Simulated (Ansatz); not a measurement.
# Zr4CN3 (N on 75 % of the C sites, one arrangement): which shell does photoemission see at 21.2 and 60 eV? (LDA)

The valence band of Zr4CN3 (N on 75 % of the C sites, one arrangement) mixes several shells. Work out by hand which one leads the spectrum's area at each photon energy.

Filled states come from the projected DOS of Ansatz 0.2.0 (LDA, plane waves); cross sections σ and asymmetry parameters β are those of free atoms in a Dirac–Hartree–Slater calculation. A shell's area is states × σ × angular factor, which is 1 − β·P₂(cos θ)/2 for unpolarised light, with θ = 90° from the beam and P₂ = -0.500.

**At 21.2 eV** (states counted from 11.2 eV below the zero; other shells add 2.5 to the products' sum of 249):

| shell | filled states a cell | cross section (Mb an electron) | β | angular factor | product | share by hand (%) | share in the simulated spectrum (%) |
| --- | --- | --- | --- | --- | --- | --- | --- |
| Zr 4p | 0.00 | 0 | 0.00 | 1.00 | 0 | 0 | 0 |
| Zr 4d | 20.28 | 5.55 | 0.52 | 1.13 | 127 | 51 | 51 |
| N 2s | 0.39 | 0 | 0.00 | 1.00 | 0 | 0 | 0 |
| N 2p | 24.40 | 3.08 | 1.11 | 1.28 | 96.1 | 39 | 38 |
| C 2p | 6.51 | 2.74 | 1.32 | 1.33 | 23.7 | 10 | 9 |

**At 60 eV** (states counted from 29.8 eV below the zero; other shells add 1.6 to the products' sum of 46.7):

| shell | filled states a cell | cross section (Mb an electron) | β | angular factor | product | share by hand (%) | share in the simulated spectrum (%) |
| --- | --- | --- | --- | --- | --- | --- | --- |
| Zr 4p | 46.23 | 0.21 | 1.23 | 1.31 | 12.7 | 27 | 25 |
| Zr 4d | 22.55 | 0.0814 | 1.97 | 1.49 | 2.74 | 6 | 6 |
| N 2s | 9.03 | 0.42 | 2.00 | 1.50 | 5.68 | 12 | 12 |
| N 2p | 24.95 | 0.61 | 1.50 | 1.38 | 20.9 | 45 | 46 |
| C 2p | 6.77 | 0.327 | 1.51 | 1.38 | 3.05 | 7 | 7 |

Zr 4d leads at 21.2 eV and N 2p at 60 eV. Between the two energies σ of Zr 4d changes by a factor 0.015 and that of N 2p by 0.20, so their ratio moves 13-fold in favour of the second. The simulated spectrum uses the same rule on the energy-resolved DOS, so the two share columns agree within a few points.

Only crystals where the two columns agree within 4 points and the lead is clear are worked in this form. Free-atom cross sections ignore the solid's final states, no escape depth or background enters, and the count of states a shell hangs on the projection.
